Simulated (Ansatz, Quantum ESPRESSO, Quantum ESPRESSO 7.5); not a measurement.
## From contact to tunnelling: vacuum gaps between two Li(110) faces

Aim: how the conductance falls as the barrier grows, for vacuum gaps between two Li(110) faces.

Method: plane-wave DFT, PBEsol, GBRV ultrasoft pseudopotentials (cross-check by Ansatz 0.2.0 with PAW datasets), in Quantum ESPRESSO 7.5.

## 1. The starting structure

The cell holds 12 atoms: 12 Li. Cell: a = 3.440 Å, b = 2.979 Å, c = 30.757 Å, α = 90.0°, β = 90.0°, γ = 54.7°. It derives from Li. Regions: left lead, 6 atoms (6 Li); right lead, 6 atoms (6 Li). The structure is stacked along c, and the current runs across the ab planes.

## 2. SCF with pw.x, 4 Å

One periodic cell holds a stretch of lead, the junction and more lead; the atoms stay as built.

File j0.scf.in:

```
&control
  prefix = 'j0.scf'
  outdir = './out'
  pseudo_dir = './pseudo'
  calculation = 'scf'
  tprnfor = .true.
/
&system
  ibrav = 0
  nat = 12
  ntyp = 1
  ecutwfc = 40
  ecutrho = 200
  occupations = 'smearing'
  smearing = 'mv'
  degauss = 0.01
/
&electrons
  conv_thr = 1e-07
  mixing_beta = 0.25
  electron_maxstep = 120
  mixing_mode = 'local-TF'
/
ATOMIC_SPECIES
  Li  6.9400  li_pbesol_v1.4.uspp.F.UPF
CELL_PARAMETERS angstrom
  3.44000000000000 0.00000000000000 0.00000000000000
  1.72000000000000 2.43244732728172 0.00000000000000
  0.00000000000000 0.00000000000000 30.75692060009896
ATOMIC_POSITIONS crystal
  Li  0.000000000000 0.000000000000 0.000000000000
  Li  0.500000000000 0.000000000000 0.079086178974
  Li  0.000000000000 0.000000000000 0.158172357949
  Li  0.500000000000 0.000000000000 0.237258536923
  Li  0.000000000000 0.000000000000 0.316344715898
  Li  0.500000000000 0.000000000000 0.395430894872
  Li  0.000000000000 0.000000000000 0.525482926153
  Li  0.500000000000 0.000000000000 0.604569105128
  Li  0.000000000000 0.000000000000 0.683655284102
  Li  0.500000000000 0.000000000000 0.762741463077
  Li  0.000000000000 0.000000000000 0.841827642051
  Li  0.500000000000 0.000000000000 0.920913821026
K_POINTS automatic
  8 10 1 0 0 0
```

Launch:

```bash
$ OMP_NUM_THREADS=1 mpirun -n 2 pw.x -nk 2 -in j0.scf.in > j0.scf.out
```

Log:

```text
Program PWSCF v.7.5 starts
[citation notice left out]

     Parallel version (MPI & OpenMP), running on       2 processor cores
     Number of MPI processes:                 2
     Threads/MPI process:                     1

     MPI processes distributed on     1 nodes
[...]
Current dimensions of program PWSCF are:
     Max number of different atomic species (ntypx) = 10
     Max number of k-points (npk) =  40000
     Max angular momentum in pseudopotentials (lmaxx) =  4
     Message from routine setup:
     using ibrav=0 with symmetry is DISCOURAGED, use correct ibrav instead

     K-points division:     npool     =       2
     Subspace diagonalization in iterative solution of the eigenvalue problem:
     a serial algorithm will be used

     G-vector sticks info
     --------------------
     sticks:   dense  smooth     PW     G-vecs:    dense   smooth      PW
     Sum         475     383    129                83083    59381   11663

     Using Slab Decomposition

     bravais-lattice index     =            0
     lattice parameter (alat)  =       6.5007  a.u.
     unit-cell volume          =    1736.7661 (a.u.)^3
     number of atoms/cell      =           12
     number of atomic types    =            1
     number of electrons       =        36.00
     number of Kohn-Sham states=           22
     kinetic-energy cutoff     =      40.0000  Ry
     charge density cutoff     =     200.0000  Ry
     scf convergence threshold =      1.0E-07
     mixing beta               =       0.2500
     number of iterations used =            8  local-TF  mixing
     Exchange-correlation= SLA  PW   PSX  PSC
                           (   1   4  10   8   0   0   0)

     celldm(1)=   6.500658  celldm(2)=   0.000000  celldm(3)=   0.000000
     celldm(4)=   0.000000  celldm(5)=   0.000000  celldm(6)=   0.000000

     crystal axes: (cart. coord. in units of alat)
               a(1) = (   1.000000   0.000000   0.000000 )
               a(2) = (   0.500000   0.707107   0.000000 )
               a(3) = (   0.000000   0.000000   8.940965 )

     reciprocal axes: (cart. coord. in units 2 pi/alat)
               b(1) = (  1.000000 -0.707107  0.000000 )
               b(2) = (  0.000000  1.414214  0.000000 )
               b(3) = (  0.000000  0.000000  0.111845 )

     PseudoPot. # 1 for Li read from file:
     ./pseudo/li_pbesol_v1.4.uspp.F.UPF
     Pseudo is Ultrasoft, Zval =  3.0
     Generated by new atomic code, or converted to UPF format
     Using radial grid of  751 points,  5 beta functions with:
                l(1) =   0
                l(2) =   0
                l(3) =   0
                l(4) =   1
                l(5) =   1
     Q(r) pseudized with 10 coefficients,  rinner =    1.150   1.150   1.150

     atomic species   valence    mass     pseudopotential
     Li                3.00     6.94000     Li( 1.00)

      4 Sym. Ops. (no inversion) found

   Cartesian axes

     site n.     atom                  positions (alat units)
         1        Li     tau(   1) = (   0.0000000   0.0000000   0.0000000  )
         2        Li     tau(   2) = (   0.5000000   0.0000000   0.7071068  )
         3        Li     tau(   3) = (   0.0000000   0.0000000   1.4142136  )
         4        Li     tau(   4) = (   0.5000000   0.0000000   2.1213203  )
         5        Li     tau(   5) = (   0.0000000   0.0000000   2.8284271  )
         6        Li     tau(   6) = (   0.5000000   0.0000000   3.5355339  )
         7        Li     tau(   7) = (   0.0000000   0.0000000   4.6983246  )
         8        Li     tau(   8) = (   0.5000000   0.0000000   5.4054314  )
         9        Li     tau(   9) = (   0.0000000   0.0000000   6.1125382  )
        10        Li     tau(  10) = (   0.5000000   0.0000000   6.8196449  )
        11        Li     tau(  11) = (   0.0000000   0.0000000   7.5267517  )
        12        Li     tau(  12) = (   0.5000000   0.0000000   8.2338585  )

     number of k points=    39  Marzari-Vanderbilt smearing, width (Ry)=  0.0100
                       cart. coord. in units 2pi/alat
        k(    1) = (   0.0000000   0.0000000   0.0000000), wk =   0.0250000
        k(    2) = (   0.0000000   0.1414214   0.0000000), wk =   0.0500000
        k(    3) = (   0.0000000   0.2828427   0.0000000), wk =   0.0500000
        k(    4) = (   0.0000000   0.4242641   0.0000000), wk =   0.0500000
        k(    5) = (   0.0000000   0.5656854   0.0000000), wk =   0.0500000
        k(    6) = (   0.0000000  -0.7071068   0.0000000), wk =   0.0250000
        k(    7) = (   0.1250000  -0.0883883   0.0000000), wk =   0.0500000
        k(    8) = (   0.1250000   0.0530330   0.0000000), wk =   0.0500000
        k(    9) = (   0.1250000   0.1944544   0.0000000), wk =   0.0500000
        k(   10) = (   0.1250000   0.3358757   0.0000000), wk =   0.0500000
[...]
k(   39) = (  -0.5000000   0.6363961   0.0000000), wk =   0.1000000

     Dense  grid:    83083 G-vectors     FFT dimensions: (  30,  25, 270)

     Smooth grid:    59381 G-vectors     FFT dimensions: (  27,  24, 240)

     Estimated max dynamical RAM per process >     168.45 MB

     Estimated total dynamical RAM >     316.62 MB

     Initial potential from superposition of free atoms

     starting charge      30.5903, renormalised to      36.0000
     Starting wfcs are   60 randomized atomic wfcs

     total cpu time spent up to now is        4.5 secs

     per-process dynamical memory:   118.6 Mb

     Self-consistent Calculation

     iteration #  1     ecut=    40.00 Ry     beta= 0.25
     Davidson diagonalization with overlap
     ethr =  1.00E-02,  avg # of iterations =  1.7

     total cpu time spent up to now is        8.9 secs

     total energy              =    -173.32804037 Ry
     estimated scf accuracy    <       2.09122757 Ry

     iteration #  2     ecut=    40.00 Ry     beta= 0.25
[...]
total energy              =    -172.35917335 Ry
     estimated scf accuracy    <       1.42802712 Ry

     iteration #  3     ecut=    40.00 Ry     beta= 0.25
[...]
total energy              =    -172.37603135 Ry
     estimated scf accuracy    <       0.09732370 Ry

     iteration #  4     ecut=    40.00 Ry     beta= 0.25
[...]
total energy              =    -172.41175428 Ry
     estimated scf accuracy    <       0.04655215 Ry

     iteration #  5     ecut=    40.00 Ry     beta= 0.25
[...]
total energy              =    -172.41471779 Ry
     estimated scf accuracy    <       0.00298759 Ry

     iteration #  6     ecut=    40.00 Ry     beta= 0.25
[...]
total energy              =    -172.41367065 Ry
     estimated scf accuracy    <       0.01364094 Ry

     iteration #  7     ecut=    40.00 Ry     beta= 0.25
[...]
total energy              =    -172.41308106 Ry
     estimated scf accuracy    <       0.00262952 Ry

     iteration #  8     ecut=    40.00 Ry     beta= 0.25
[...]
total energy              =    -172.41306590 Ry
     estimated scf accuracy    <       0.00158930 Ry

     iteration #  9     ecut=    40.00 Ry     beta= 0.25
[...]
total energy              =    -172.41309877 Ry
     estimated scf accuracy    <       0.00050096 Ry

     iteration # 10     ecut=    40.00 Ry     beta= 0.25
[...]
total energy              =    -172.41311615 Ry
     estimated scf accuracy    <       0.00014364 Ry

     iteration # 11     ecut=    40.00 Ry     beta= 0.25
[...]
total energy              =    -172.41313009 Ry
     estimated scf accuracy    <       0.00003116 Ry

     iteration # 12     ecut=    40.00 Ry     beta= 0.25
[...]
c_bands:  1 eigenvalues not converged
[...]
total energy              =    -172.41315149 Ry
     estimated scf accuracy    <       0.00005027 Ry

     iteration # 13     ecut=    40.00 Ry     beta= 0.25
[...]
total energy              =    -172.41316345 Ry
     estimated scf accuracy    <       0.00014198 Ry

     iteration # 14     ecut=    40.00 Ry     beta= 0.25
[...]
total energy              =    -172.41310717 Ry
     estimated scf accuracy    <       0.00021112 Ry

[...]
iteration # 34     ecut=    40.00 Ry     beta= 0.25
[...]
c_bands:  1 eigenvalues not converged
     c_bands:  1 eigenvalues not converged
     c_bands:  1 eigenvalues not converged
     c_bands:  1 eigenvalues not converged
[...]
total energy              =    -172.41317177 Ry
     estimated scf accuracy    <       0.00000575 Ry

     iteration # 35     ecut=    40.00 Ry     beta= 0.25
[...]
total energy              =    -172.41317157 Ry
     estimated scf accuracy    <       0.00000150 Ry

     iteration # 36     ecut=    40.00 Ry     beta= 0.25
[...]
c_bands:  1 eigenvalues not converged
     c_bands:  1 eigenvalues not converged
     c_bands:  1 eigenvalues not converged
[...]
total energy              =    -172.41317141 Ry
     estimated scf accuracy    <       0.00000341 Ry

     iteration # 37     ecut=    40.00 Ry     beta= 0.25
[...]
c_bands:  1 eigenvalues not converged
     c_bands:  1 eigenvalues not converged
[...]
total energy              =    -172.41317152 Ry
     estimated scf accuracy    <       0.00000037 Ry

     iteration # 38     ecut=    40.00 Ry     beta= 0.25
[...]
total energy              =    -172.41317150 Ry
     estimated scf accuracy    <       0.00000023 Ry

     iteration # 39     ecut=    40.00 Ry     beta= 0.25
[...]
total energy              =    -172.41317153 Ry
     estimated scf accuracy    <       0.00000037 Ry

     iteration # 40     ecut=    40.00 Ry     beta= 0.25
[...]
total energy              =    -172.41317152 Ry
     estimated scf accuracy    <       0.00000023 Ry

     iteration # 41     ecut=    40.00 Ry     beta= 0.25
[...]
End of self-consistent calculation

          k = 0.0000 0.0000 0.0000 (  7475 PWs)   bands (ev):

   -45.6204 -45.6203 -45.2116 -45.2111 -45.2065 -45.2062 -45.1975 -45.1950
   -45.1938 -45.1872 -45.1742 -45.1741  -2.7785  -2.6860  -2.5679  -2.3164
    -2.1555  -1.7040  -1.5188  -0.8374  -0.7021   0.1952

          k = 0.0000 0.1414 0.0000 (  7437 PWs)   bands (ev):

   -45.6188 -45.6187 -45.2098 -45.2093 -45.2048 -45.2045 -45.1959 -45.1936
   -45.1923 -45.1858 -45.1727 -45.1726  -2.5894  -2.4964  -2.3770  -2.1249
    -1.9610  -1.5089  -1.3185  -0.6361  -0.4913   0.4232

          k = 0.0000 0.2828 0.0000 (  7463 PWs)   bands (ev):

   -45.6147 -45.6146 -45.2050 -45.2046 -45.2003 -45.2001 -45.1916 -45.1898
   -45.1886 -45.1822 -45.1686 -45.1685  -2.0214  -1.9270  -1.8038  -1.5496
    -1.3774  -0.9236  -0.7179  -0.0335   0.1388   1.0804

          k = 0.0000 0.4243 0.0000 (  7445 PWs)   bands (ev):

   -45.6096 -45.6095 -45.1991 -45.1987 -45.1948 -45.1947 -45.1863 -45.1851
   -45.1839 -45.1777 -45.1636 -45.1635  -1.0818  -0.9846  -0.8548  -0.5963
    -0.4104   0.0470   0.2769   0.9622   1.1780   2.1257

          k = 0.0000 0.5657 0.0000 (  7424 PWs)   bands (ev):

   -45.6055 -45.6054 -45.1943 -45.1940 -45.1904 -45.1903 -45.1820 -45.1813
   -45.1800 -45.1740 -45.1595 -45.1594   0.1541   0.2581   0.4004   0.6713
     0.8813   1.3509   1.6202   2.3079   2.5887   3.5146

          k = 0.0000-0.7071 0.0000 (  7416 PWs)   bands (ev):

   -45.6039 -45.6038 -45.1925 -45.1923 -45.1887 -45.1886 -45.1804 -45.1798
   -45.1785 -45.1727 -45.1579 -45.1578   1.0361   1.1527   1.3158   1.6148
     1.8664   2.3768   2.7195   3.4483   4.0065   4.0483

[...]
the Fermi energy is     0.8305 ev

!    total energy              =    -172.41317151 Ry
     estimated scf accuracy    <       0.00000003 Ry
     smearing contrib. (-TS)   =      -0.00055883 Ry
     internal energy E=F+TS    =    -172.41261267 Ry

     The total energy is F=E-TS. E is the sum of the following terms:
     one-electron contribution =    -131.44916301 Ry
     hartree contribution      =      50.96273640 Ry
     xc contribution           =     -39.25137048 Ry
     ewald contribution        =     -52.67481559 Ry

     convergence has been achieved in  41 iterations

     Forces acting on atoms (cartesian axes, Ry/au):

     atom    1 type  1   force =     0.00000000    0.00000000    0.00061425
     atom    2 type  1   force =     0.00000000    0.00000000    0.00006401
     atom    3 type  1   force =     0.00000000   -0.00000000   -0.00002898
     atom    4 type  1   force =     0.00000000    0.00000000   -0.00065676
     atom    5 type  1   force =     0.00000000    0.00000000    0.00162316
     atom    6 type  1   force =     0.00000000    0.00000000    0.00561494
     atom    7 type  1   force =     0.00000000    0.00000000   -0.00559723
     atom    8 type  1   force =     0.00000000    0.00000000   -0.00163810
     atom    9 type  1   force =     0.00000000    0.00000000    0.00066588
     atom   10 type  1   force =     0.00000000    0.00000000    0.00004363
     atom   11 type  1   force =     0.00000000    0.00000000   -0.00008515
     atom   12 type  1   force =     0.00000000   -0.00000000   -0.00061965

     Total force =     0.008356     Total SCF correction =     0.000261

[...]
=------------------------------------------------------------------------------=
   JOB DONE.
=------------------------------------------------------------------------------=
```

Run time: 3.6 min. Hardware: 2 MPI ranks of Arm Neoverse V2, shared host; peak memory 0.37 GiB.

This step gave:

```
free energy  : -2345.8007 eV
Fermi energy : 0.8305 eV
```

The run needed 41 iterations to bring the estimated error under 1e-07 Ry; the largest force on any atom, held or free, is 0.14 eV/Å.

(Part 1 of 5 ends here.)

[Logs are printed without paths, hosts, clocks, repeated set-up lines and the standing remarks that a program may print on its own settings, such as how far it seeks lower states.]

[Hosts, paths, dates, database ids (printed as entryN), source tags and the programs' standing remarks are cut or masked in the printed files.]

[Maps of the electrostatic potential energy from Ansatz leave out the sawtooth potential of an applied field or a dipole correction, so their vacuum need not be flat; planar profiles and work functions include it.]
